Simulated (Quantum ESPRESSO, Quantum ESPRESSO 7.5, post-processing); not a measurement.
# antimonene, 1 layer: a series in biaxial strain

Aim: how the results for antimonene, 1 layer change with biaxial strain.

Method: plane-wave DFT, PBE, GBRV ultrasoft pseudopotentials, in Quantum ESPRESSO 7.5.

This is a report of a sequence of runs, with most program output left out.

### Step 1. Starting point

The cell holds 2 atoms: 2 Sb. Cell: a = 4.120 Å, b = 4.120 Å, c = 16.650 Å, α = 90.0°, β = 90.0°, γ = 120.0°. It derives from Sb. Vacuum lies along c.

As a file:

```cif
data_structure
_symmetry_space_group_name_H-M 'P 1'
_symmetry_Int_Tables_number 1
_cell_length_a 4.1200
_cell_length_b 4.1200
_cell_length_c 16.6500
_cell_angle_alpha 90.000
_cell_angle_beta 90.000
_cell_angle_gamma 120.000
_cell_volume 244.76
loop_
_atom_site_label
_atom_site_type_symbol
_atom_site_fract_x
_atom_site_fract_y
_atom_site_fract_z
_atom_site_occupancy
Sb1 Sb 0.66667 0.33333 0.45045 1
Sb2 Sb 0.33333 0.66667 0.54955 1
```

Set-up: Cell and atoms are first relaxed; each strained cell is then held and the atoms relax in it. A periodic run with 15 Å of vacuum in the starting cell gives the vacuum levels, and bands follow along a path.

Members -2, -1, 0, 1 and 2 took the same steps and show in the table alone.

### Step 2. Variable-cell relaxation of the reference

What the set-up leaves free in this member is relaxed.

ref.relax.in reads:

```
&control
  prefix = 'ref.relax'
  outdir = './out'
  pseudo_dir = './pseudo'
  nstep = 80
  forc_conv_thr = 0.0004
  calculation = 'vc-relax'
  etot_conv_thr = 1e-06
/
&system
  ibrav = 0
  nat = 2
  ntyp = 1
  ecutwfc = 50
  ecutrho = 250
  occupations = 'smearing'
  smearing = 'fd'
  degauss = 0.004
/
&electrons
  conv_thr = 1e-09
  mixing_beta = 0.4
  electron_maxstep = 120
  mixing_mode = 'plain'
/
&ions
/
&cell
  cell_dofree = '2Dxy'
  press_conv_thr = 0.3
/
ATOMIC_SPECIES
  Sb  121.7600  sb_pbe_v1.4.uspp.F.UPF
CELL_PARAMETERS angstrom
  4.12000000000000 0.00000000000000 0.00000000000000
  -2.06000000000000 3.56802466359189 0.00000000000000
  0.00000000000000 0.00000000000000 16.65000000000000
ATOMIC_POSITIONS crystal
  Sb  0.666666666700 0.333333333300 0.450450450450
  Sb  0.333333333300 0.666666666700 0.549549549550
K_POINTS automatic
  12 12 1 0 0 0
```

Command:

```
> OMP_NUM_THREADS=1 mpirun -n 4 pw.x -nk 4 -in ref.relax.in > ref.relax.out
```

Elapsed: 2.6 min, on 4 MPI ranks of Arm Neoverse N1, shared host; peak memory 0.74 GiB; 10 min of CPU time.

Relaxation path:

| step | energy less that of the first step (eV) | largest force (eV/Å) | volume (Å³) |
| --- | --- | --- | --- |
| 1 | 0.0000 | 0.1122 | 244.76 |
| 2 | -0.0005 | 0.0691 | 244.69 |
| 3 | -0.0007 | 0.0239 | 244.61 |
| 4 | -0.0007 | 0.0019 | 244.56 |
| 5 | -0.0007 | 0.0014 | 244.55 |
| 6 | -0.0006 | 0.0010 | 244.55 |

| cell as run | before | after | change |
| --- | --- | --- | --- |
| a (Å) | 4.120 | 4.118 | -0.0 % |
| b (Å) | 4.120 | 4.118 | -0.0 % |

The relaxed structure:

```cif
data_structure
_symmetry_space_group_name_H-M 'P 1'
_symmetry_Int_Tables_number 1
_cell_length_a 4.1182
_cell_length_b 4.1182
_cell_length_c 16.6500
_cell_angle_alpha 90.000
_cell_angle_beta 90.000
_cell_angle_gamma 120.000
_cell_volume 244.55
loop_
_atom_site_label
_atom_site_type_symbol
_atom_site_fract_x
_atom_site_fract_y
_atom_site_fract_z
_atom_site_occupancy
Sb1 Sb 0.66667 0.33333 0.45082 1
Sb2 Sb 0.33333 0.66667 0.54918 1
```

 The last row is no step: it is a fresh SCF in the final cell with a new plane-wave basis, +0 meV from the row before.

Read from the output:

| Property | Result |
| --- | --- |
| free energy | -5032.6464 eV |
| Fermi energy | -0.6734 eV |

### Step 3. Relaxation with pw.x, -4 %

m0.relax.in reads:

```
&control
  prefix = 'm0.relax'
  outdir = './out'
  pseudo_dir = './pseudo'
  nstep = 40
  forc_conv_thr = 0.0003
  calculation = 'relax'
  tstress = .true.
/
&system
  ibrav = 0
  nat = 2
  ntyp = 1
  ecutwfc = 50
  ecutrho = 250
  occupations = 'smearing'
  smearing = 'fd'
  degauss = 0.002
/
&electrons
  conv_thr = 1e-09
  mixing_beta = 0.4
  electron_maxstep = 120
  mixing_mode = 'plain'
/
&ions
/
ATOMIC_SPECIES
  Sb  121.7600  sb_pbe_v1.4.uspp.F.UPF
CELL_PARAMETERS angstrom
  3.95350294656000 0.00000000000000 0.00000000000000
  -1.97675147328000 3.42383398560000 0.00000000000000
  0.00000000000000 0.00000000000000 16.65000000000000
ATOMIC_POSITIONS crystal
  Sb  0.666666666700 0.333333333300 0.450822177000
  Sb  0.333333333300 0.666666666700 0.549177823000
K_POINTS automatic
  12 12 1 0 0 0
```

Command:

```
> OMP_NUM_THREADS=1 mpirun -n 4 pw.x -nk 4 -in m0.relax.in > m0.relax.out
```

Wall time 1.7 min (4 MPI ranks); peak memory 0.66 GiB.

Step by step:

| step | energy less that of the first step (eV) | largest force (eV/Å) |
| --- | --- | --- |
| 1 | 0.0000 | 0.6233 |
| 2 | -0.0125 | 0.3553 |
| 3 | -0.0185 | 0.0704 |
| 4 | -0.0187 | 0.0017 |

The atoms that moved most (Å):

| atom | dx | dy | dz | length |
| --- | --- | --- | --- | --- |
| Sb1 | 0.000 | 0.000 | -0.030 | 0.030 |
| Sb2 | 0.000 | 0.000 | 0.030 | 0.030 |

The relaxed structure:

```
Sb
1.0
     3.95350    0.00000    0.00000
    -1.97675    3.42383    0.00000
     0.00000    0.00000   16.65000
Sb
2
Direct
  0.66667 0.33333 0.44899
  0.33333 0.66667 0.55101
```

The relaxation lowers the energy by 9 meV an atom.

Read from the output:

* free energy: -5032.5811 eV
* Fermi energy: -0.1027 eV

### Step 4. Ground state, -4 %

The self-consistent run of this member.

m0.scf.in reads:

```
&control
  prefix = 'm0.scf'
  outdir = './out'
  pseudo_dir = './pseudo'
  calculation = 'scf'
  tprnfor = .true.
/
&system
  ibrav = 0
  nat = 2
  ntyp = 1
  ecutwfc = 40
  ecutrho = 200
  occupations = 'smearing'
  smearing = 'fd'
  degauss = 0.002
  nbnd = 19
/
&electrons
  conv_thr = 1e-09
  mixing_beta = 0.4
  electron_maxstep = 120
  mixing_mode = 'plain'
/
ATOMIC_SPECIES
  Sb  121.7600  sb_pbe_v1.4.uspp.F.UPF
CELL_PARAMETERS angstrom
  3.95350294656000 0.00000000000000 0.00000000000000
  -1.97675147328000 3.42383398560000 0.00000000000000
  0.00000000000000 0.00000000000000 16.65000000000000
ATOMIC_POSITIONS crystal
  Sb  0.666666666700 0.333333333300 0.448994972600
  Sb  0.333333333300 0.666666666700 0.551005027400
K_POINTS automatic
  12 12 1 0 0 0
```

Command:

```
> OMP_NUM_THREADS=1 mpirun -n 4 pw.x -nk 4 -in m0.scf.in > m0.scf.out
```

It took 19 s on 4 MPI ranks; peak memory 0.39 GiB.

This step gave:

| Property | Result |
| --- | --- |
| free energy | -5032.5579 eV |
| Fermi energy | -0.1 eV |
| valence top, on the run's zero | -0.4738 eV |
| conduction bottom, on the run's zero | 0.2883 eV |
| gap by band count | 0.7621 eV |

### Step 5. Potential by pp.x, -4 %

plot_num = 11 writes the bare and Hartree potential, from which vacuum levels or, in a crystal, the mean potential are read.

m0.pot.in reads:

```
&inputpp
  prefix = 'm0.scf'
  outdir = './out'
  filplot = 'm0.pot.dat'
  plot_num = 11
/
```

Command:

```
> OMP_NUM_THREADS=1 mpirun -n 4 pp.x -in m0.pot.in > m0.pot.out
```

Run time: 1.1 s. Hardware: 4 MPI ranks; peak memory 0.09 GiB.

Read from the output:

| Property | Result |
| --- | --- |
| slope of the potential above | 2.22e-4 eV/Å |
| upper vacuum line continued to the top atoms, over the valence top | 4.292 eV |
| slope of the potential below | -1.85e-4 eV/Å |
| lower vacuum line continued to the bottom atoms, over the valence top | 4.293 eV |
| vacuum level at the upper face over the valence top of the mesh | 4.293 eV |
| vacuum level at the lower face over the valence top of the mesh | 4.294 eV |

Electrostatic potential energy of an electron; zero at the highest filled level of the SCF mesh. Table of potential energy, planar mean by z:

| z (Å) | potential energy, planar mean (eV) |
| --- | --- |
| 0.0 | 4.29 |
| 0.5 | 4.29 |
| 1.0 | 4.29 |
| 1.5 | 4.29 |
| 2.0 | 4.29 |
| 2.5 | 4.29 |
| 3.0 | 4.29 |
| 3.5 | 4.29 |
| 4.0 | 4.29 |
| 4.5 | 4.27 |
| 5.0 | 4.22 |
| 5.5 | 4.02 |
| 6.0 | 3.31 |
| 6.5 | 0.680 |
| 7.0 | -6.74 |
| 7.5 | -11.3 |
| 8.0 | -7.62 |
| 8.5 | -6.16 |
| 9.0 | -10.8 |
| 9.5 | -8.89 |
| 10.0 | -1.14 |
| 10.5 | 2.84 |
| 11.0 | 3.90 |
| 11.5 | 4.18 |
| 12.0 | 4.26 |
| 12.5 | 4.29 |
| 13.0 | 4.29 |
| 13.5 | 4.29 |
| 14.0 | 4.29 |
| 14.5 | 4.29 |
| 15.0 | 4.29 |
| 15.5 | 4.29 |
| 16.0 | 4.29 |
| 16.5 | 4.29 |

### Step 6. Band structure, -4 %

Bands along a path place the edges.

m0.bands.in, as its differences from the input of step 4:

```diff
@@ -1,7 +1,6 @@
 &control
-  prefix = 'm0.scf'
+  prefix = 'm0.bands'
   outdir = './out'
   pseudo_dir = './pseudo'
-  calculation = 'scf'
-  tprnfor = .true.
+  calculation = 'bands'
 /
@@ -16,6 +15,6 @@
   degauss = 0.002
-  nbnd = 19
+  nbnd = 21
 /
 &electrons
-  conv_thr = 1e-09
+  conv_thr = 1e-07
   mixing_beta = 0.4
@@ -33,3 +32,7 @@
   Sb  0.333333333300 0.666666666700 0.551005027400
-K_POINTS automatic
-  12 12 1 0 0 0
+K_POINTS crystal_b
+4
+  0.0000000000 0.0000000000 0.0000000000 12
+  0.5000000000 0.0000000000 0.0000000000 12
+  0.3333333333 0.3333333333 0.0000000000 12
+  0.0000000000 0.0000000000 0.0000000000 1
```

Command:

```
> cp -r out/m0.scf.save out/m0.bands.save
> cp out/m0.scf.xml out/m0.bands.xml
> OMP_NUM_THREADS=1 mpirun -n 4 pw.x -nk 4 -in m0.bands.in > m0.bands.out
```

Run time: 21 s. Hardware: 4 MPI ranks; peak memory 0.33 GiB; 83 s of CPU time.

This step gave:

* valence top, on the run's zero: -0.4737 eV
* gap by band count: 0.7620 eV

Band numbers count within the set of bands kept for display. Electronic bands along the path, in eV, zero at the highest filled level of the SCF mesh; v1 is the highest filled band, c1 the lowest empty one:

| point | v4 | v3 | v2 | v1 | c1 | c2 | c3 | c4 |
| --- | --- | --- | --- | --- | --- | --- | --- | --- |
| Γ | -7.02 | -1.43 | 0.00 | 0.00 | 1.79 | 2.73 | 2.73 | 3.79 |
| halfway | -6.98 | -3.15 | -1.19 | -1.11 | 0.99 | 3.25 | 3.36 | 4.38 |
| M | -8.24 | -3.64 | -2.15 | -1.80 | 1.39 | 1.76 | 3.26 | 4.50 |
| halfway | -8.34 | -3.73 | -2.62 | -2.11 | 1.40 | 2.75 | 2.75 | 5.13 |
| K | -8.92 | -4.15 | -2.40 | -2.40 | 0.76 | 3.12 | 3.12 | 6.18 |
| halfway | -7.05 | -3.21 | -2.20 | -1.13 | 1.78 | 2.46 | 3.66 | 4.81 |
| Γ | -7.02 | -1.43 | 0.00 | 0.00 | 1.79 | 2.73 | 2.73 | 3.79 |

Along this path the valence top lies at Γ and the conduction bottom at K.

### Step 7. Relaxation with pw.x, -3 %

m1.relax.in reads:

```
&control
  prefix = 'm1.relax'
  outdir = './out'
  pseudo_dir = './pseudo'
  nstep = 40
  forc_conv_thr = 0.0003
  calculation = 'relax'
  tstress = .true.
/
&system
  ibrav = 0
  nat = 2
  ntyp = 1
  ecutwfc = 50
  ecutrho = 250
  occupations = 'smearing'
  smearing = 'fd'
  degauss = 0.002
/
&electrons
  conv_thr = 1e-09
  mixing_beta = 0.4
  electron_maxstep = 120
  mixing_mode = 'plain'
/
&ions
/
ATOMIC_SPECIES
  Sb  121.7600  sb_pbe_v1.4.uspp.F.UPF
CELL_PARAMETERS angstrom
  3.99468526892000 0.00000000000000 0.00000000000000
  -1.99734263446000 3.45949892295000 0.00000000000000
  0.00000000000000 0.00000000000000 16.65000000000000
ATOMIC_POSITIONS crystal
  Sb  0.666666666700 0.333333333300 0.450822177000
  Sb  0.333333333300 0.666666666700 0.549177823000
K_POINTS automatic
  12 12 1 0 0 0
```

Command:

```
> OMP_NUM_THREADS=1 mpirun -n 4 pw.x -nk 4 -in m1.relax.in > m1.relax.out
```

The job ended after 1.8 min (4 MPI ranks; peak memory 0.7 GiB; 7 min of CPU time).

The steps of the relaxation:

| step | energy less that of the first step (eV) | largest force (eV/Å) |
| --- | --- | --- |
| 1 | 0.0000 | 0.4453 |
| 2 | -0.0065 | 0.2623 |
| 3 | -0.0097 | 0.0658 |
| 4 | -0.0100 | 0.0011 |

The atoms that moved most (Å):

| atom | dx | dy | dz | length |
| --- | --- | --- | --- | --- |
| Sb1 | 0.000 | 0.000 | -0.023 | 0.023 |
| Sb2 | 0.000 | 0.000 | 0.023 | 0.023 |

Final coordinates:

```cif
data_structure
_symmetry_space_group_name_H-M 'P 1'
_symmetry_Int_Tables_number 1
_cell_length_a 3.9947
_cell_length_b 3.9947
_cell_length_c 16.6500
_cell_angle_alpha 90.000
_cell_angle_beta 90.000
_cell_angle_gamma 120.000
_cell_volume 230.10
loop_
_atom_site_label
_atom_site_type_symbol
_atom_site_fract_x
_atom_site_fract_y
_atom_site_fract_z
_atom_site_occupancy
Sb1 Sb 0.66667 0.33333 0.44946 1
Sb2 Sb 0.33333 0.66667 0.55054 1
```

The relaxation lowers the energy by 5 meV an atom.

Read from the output:

| Item | Value |
| --- | --- |
| free energy | -5032.6098 eV |
| Fermi energy | -0.2416 eV |

### Step 8. SCF with pw.x, -3 %

m1.scf.in reads:

```
&control
  prefix = 'm1.scf'
  outdir = './out'
  pseudo_dir = './pseudo'
  calculation = 'scf'
  tprnfor = .true.
/
&system
  ibrav = 0
  nat = 2
  ntyp = 1
  ecutwfc = 40
  ecutrho = 200
  occupations = 'smearing'
  smearing = 'fd'
  degauss = 0.002
  nbnd = 19
/
&electrons
  conv_thr = 1e-09
  mixing_beta = 0.4
  electron_maxstep = 120
  mixing_mode = 'plain'
/
ATOMIC_SPECIES
  Sb  121.7600  sb_pbe_v1.4.uspp.F.UPF
CELL_PARAMETERS angstrom
  3.99468526892000 0.00000000000000 0.00000000000000
  -1.99734263446000 3.45949892295000 0.00000000000000
  0.00000000000000 0.00000000000000 16.65000000000000
ATOMIC_POSITIONS crystal
  Sb  0.666666666700 0.333333333300 0.449463665900
  Sb  0.333333333300 0.666666666700 0.550536334100
K_POINTS automatic
  12 12 1 0 0 0
```

Command:

```
> OMP_NUM_THREADS=1 mpirun -n 4 pw.x -nk 4 -in m1.scf.in > m1.scf.out
```

Wall time 19 s (4 MPI ranks); peak memory 0.38 GiB.

Read from the output:

| Property | Result |
| --- | --- |
| free energy | -5032.5867 eV |
| Fermi energy | -0.2388 eV |
| valence top, on the run's zero | -0.6939 eV |
| conduction bottom, on the run's zero | 0.2490 eV |
| gap by band count | 0.9429 eV |

### Step 9. Relaxation with pw.x, 3 %

m7.relax.in reads:

```
&control
  prefix = 'm7.relax'
  outdir = './out'
  pseudo_dir = './pseudo'
  nstep = 40
  forc_conv_thr = 0.0003
  calculation = 'relax'
  tstress = .true.
/
&system
  ibrav = 0
  nat = 2
  ntyp = 1
  ecutwfc = 50
  ecutrho = 250
  occupations = 'smearing'
  smearing = 'fd'
  degauss = 0.002
/
&electrons
  conv_thr = 1e-09
  mixing_beta = 0.4
  electron_maxstep = 120
  mixing_mode = 'plain'
/
&ions
/
ATOMIC_SPECIES
  Sb  121.7600  sb_pbe_v1.4.uspp.F.UPF
CELL_PARAMETERS angstrom
  4.24177920308000 0.00000000000000 0.00000000000000
  -2.12088960154000 3.67348854705000 0.00000000000000
  0.00000000000000 0.00000000000000 16.65000000000000
ATOMIC_POSITIONS crystal
  Sb  0.666666666700 0.333333333300 0.450822177000
  Sb  0.333333333300 0.666666666700 0.549177823000
K_POINTS automatic
  12 12 1 0 0 0
```

Command:

```
> OMP_NUM_THREADS=1 mpirun -n 4 pw.x -nk 4 -in m7.relax.in > m7.relax.out
```

Elapsed: 2.1 min, on 4 MPI ranks; peak memory 0.76 GiB.

Step by step:

| step | energy less that of the first step (eV) | largest force (eV/Å) |
| --- | --- | --- |
| 1 | 0.0000 | 0.3459 |
| 2 | -0.0041 | 0.2337 |
| 3 | -0.0068 | 0.1083 |
| 4 | -0.0075 | 0.0016 |

The atoms that moved most (Å):

| atom | dx | dy | dz | length |
| --- | --- | --- | --- | --- |
| Sb1 | 0.000 | 0.000 | 0.022 | 0.022 |
| Sb2 | 0.000 | 0.000 | -0.022 | 0.022 |

Final coordinates:

```
Sb
1.0
     4.24178    0.00000    0.00000
    -2.12089    3.67349    0.00000
     0.00000    0.00000   16.65000
Sb
2
Direct
  0.66667 0.33333 0.45213
  0.33333 0.66667 0.54787
```

The relaxation lowers the energy by 4 meV an atom.

Read from the output:

- free energy: -5032.6188 eV
- Fermi energy: -1.094 eV

### Step 10. SCF with pw.x, 3 %

m7.scf.in reads:

```
&control
  prefix = 'm7.scf'
  outdir = './out'
  pseudo_dir = './pseudo'
  calculation = 'scf'
  tprnfor = .true.
/
&system
  ibrav = 0
  nat = 2
  ntyp = 1
  ecutwfc = 40
  ecutrho = 200
  occupations = 'smearing'
  smearing = 'fd'
  degauss = 0.002
  nbnd = 19
/
&electrons
  conv_thr = 1e-09
  mixing_beta = 0.4
  electron_maxstep = 120
  mixing_mode = 'plain'
/
ATOMIC_SPECIES
  Sb  121.7600  sb_pbe_v1.4.uspp.F.UPF
CELL_PARAMETERS angstrom
  4.24177920308000 0.00000000000000 0.00000000000000
  -2.12088960154000 3.67348854705000 0.00000000000000
  0.00000000000000 0.00000000000000 16.65000000000000
ATOMIC_POSITIONS crystal
  Sb  0.666666666700 0.333333333300 0.452126076900
  Sb  0.333333333300 0.666666666700 0.547873923100
K_POINTS automatic
  12 12 1 0 0 0
```

Command:

```
> OMP_NUM_THREADS=1 mpirun -n 4 pw.x -nk 4 -in m7.scf.in > m7.scf.out
```

Run time: 27 s. Hardware: 4 MPI ranks; peak memory 0.61 GiB.

Read from the output:

* free energy: -5032.5955 eV
* Fermi energy: -1.073 eV
* valence top, on the run's zero: -1.787 eV
* conduction bottom, on the run's zero: -0.3761 eV
* gap by band count: 1.411 eV

### Step 11. Relaxing the ions, 4 %

m8.relax.in reads:

```
&control
  prefix = 'm8.relax'
  outdir = './out'
  pseudo_dir = './pseudo'
  nstep = 40
  forc_conv_thr = 0.0003
  calculation = 'relax'
  tstress = .true.
/
&system
  ibrav = 0
  nat = 2
  ntyp = 1
  ecutwfc = 50
  ecutrho = 250
  occupations = 'smearing'
  smearing = 'fd'
  degauss = 0.002
/
&electrons
  conv_thr = 1e-09
  mixing_beta = 0.4
  electron_maxstep = 120
  mixing_mode = 'plain'
/
&ions
/
ATOMIC_SPECIES
  Sb  121.7600  sb_pbe_v1.4.uspp.F.UPF
CELL_PARAMETERS angstrom
  4.28296152544000 0.00000000000000 0.00000000000000
  -2.14148076272000 3.70915348440000 0.00000000000000
  0.00000000000000 0.00000000000000 16.65000000000000
ATOMIC_POSITIONS crystal
  Sb  0.666666666700 0.333333333300 0.450822177000
  Sb  0.333333333300 0.666666666700 0.549177823000
K_POINTS automatic
  12 12 1 0 0 0
```

Command:

```
> OMP_NUM_THREADS=1 mpirun -n 4 pw.x -nk 4 -in m8.relax.in > m8.relax.out
```

Wall time 2.4 min (4 MPI ranks); peak memory 0.8 GiB.

Relaxation path:

| step | energy less that of the first step (eV) | largest force (eV/Å) |
| --- | --- | --- |
| 1 | 0.0000 | 0.4433 |
| 2 | -0.0068 | 0.3044 |
| 3 | -0.0114 | 0.1485 |
| 4 | -0.0128 | 0.0022 |
| 5 | -0.0128 | 0.0001 |

The atoms that moved most (Å):

| atom | dx | dy | dz | length |
| --- | --- | --- | --- | --- |
| Sb1 | 0.000 | 0.000 | 0.029 | 0.029 |
| Sb2 | 0.000 | 0.000 | -0.029 | 0.029 |

The relaxed structure:

```
Sb
1.0
     4.28296    0.00000    0.00000
    -2.14148    3.70915    0.00000
     0.00000    0.00000   16.65000
Sb
2
Direct
  0.66667 0.33333 0.45254
  0.33333 0.66667 0.54746
```

The relaxation lowers the energy by 6 meV an atom.

Read from the output:

```
free energy  : -5032.5971 eV
Fermi energy : -1.190 eV
```

### Step 12. Ground state, 4 %

m8.scf.in reads:

```
&control
  prefix = 'm8.scf'
  outdir = './out'
  pseudo_dir = './pseudo'
  calculation = 'scf'
  tprnfor = .true.
/
&system
  ibrav = 0
  nat = 2
  ntyp = 1
  ecutwfc = 40
  ecutrho = 200
  occupations = 'smearing'
  smearing = 'fd'
  degauss = 0.002
  nbnd = 19
/
&electrons
  conv_thr = 1e-09
  mixing_beta = 0.4
  electron_maxstep = 120
  mixing_mode = 'plain'
/
ATOMIC_SPECIES
  Sb  121.7600  sb_pbe_v1.4.uspp.F.UPF
CELL_PARAMETERS angstrom
  4.28296152544000 0.00000000000000 0.00000000000000
  -2.14148076272000 3.70915348440000 0.00000000000000
  0.00000000000000 0.00000000000000 16.65000000000000
ATOMIC_POSITIONS crystal
  Sb  0.666666666700 0.333333333300 0.452538647700
  Sb  0.333333333300 0.666666666700 0.547461352300
K_POINTS automatic
  12 12 1 0 0 0
```

Command:

```
> OMP_NUM_THREADS=1 mpirun -n 4 pw.x -nk 4 -in m8.scf.in > m8.scf.out
```

Run time: 27 s. Hardware: 4 MPI ranks; peak memory 0.44 GiB.

Read from the output:

```
free energy                          : -5032.5739 eV
Fermi energy                         : -1.169 eV
valence top, on the run's zero       : -1.846 eV
conduction bottom, on the run's zero : -0.5800 eV
gap by band count                    : 1.266 eV
```

### Step 13. The series side by side

The series in one table, energies over the lowest:

| biaxial strain | energy (eV) | gap along the path (eV) | upper vacuum level over the valence top of the mesh (eV) | lower vacuum level over that top (eV) |
| --- | --- | --- | --- | --- |
| -4 % | 0.0653 | 0.762 | 4.293 | 4.294 |
| -3 % | 0.0366 | 0.9428 | 4.443 | 4.443 |
| -2 % | 0.0165 | 1.072 | 4.582 | 4.582 |
| -1 % | 0.0044 | 1.184 | 4.713 | 4.713 |
| 0 % | 0.0000 | 1.285 | 4.834 | 4.834 |
| 1 % | 0.0026 | 1.378 | 4.947 | 4.947 |
| 2 % | 0.0120 | 1.462 | 5.051 | 5.051 |
| 3 % | 0.0276 | 1.411 | 5.148 | 5.148 |
| 4 % | 0.0493 | 1.266 | 5.147 | 5.147 |

### Step 14. The arithmetic

A parabola through the energies within ±2 % has E = 35.64 eV × ε² -0.109 eV × ε; for the curvature, over A = 14.688 Å² this is 35.64 × 1/14.688 × 16.02 = 39 N/m.

### Step 15. Summary of results

```
C11 + C12                                                               : 39 N/m
gap along the path, at -4 % and at 4 %                                  : 0.76, 1.27 eV
upper vacuum level over the valence top of the mesh, at -4 % and at 4 % : 4.29, 5.15 eV
lower vacuum level over that top, at -4 % and at 4 %                    : 4.29, 5.15 eV
```

**Reading.** The series holds 9 members; C11 + C12: 39 N/m (PBE, GBRV ultrasoft). The energy is lowest near zero strain. From -4 % to 4 % the gap along the path goes from 0.76 to 1.27 eV by way of 1.46 at 2 %. From -4 % to 4 % the upper vacuum level over the valence top of the mesh rises from 4.29 to 5.15 eV. From -4 % to 4 % the lower vacuum level over that top rises from 4.29 to 5.15 eV. Semilocal gaps are too small; the 1×1 cell can't ripple over many cells under compression as a free sheet would. No spin-orbit coupling.

[Logs are printed without paths, hosts, clocks, repeated set-up lines and the standing remarks that a program may print on its own settings, such as how far it seeks lower states.]

[Hosts, paths, dates, database ids (printed as entryN), source tags and the programs' standing remarks are cut or masked in the printed files.]

[Maps of the electrostatic potential energy from Ansatz leave out the sawtooth potential of an applied field or a dipole correction, so their vacuum need not be flat; planar profiles and work functions include it.]
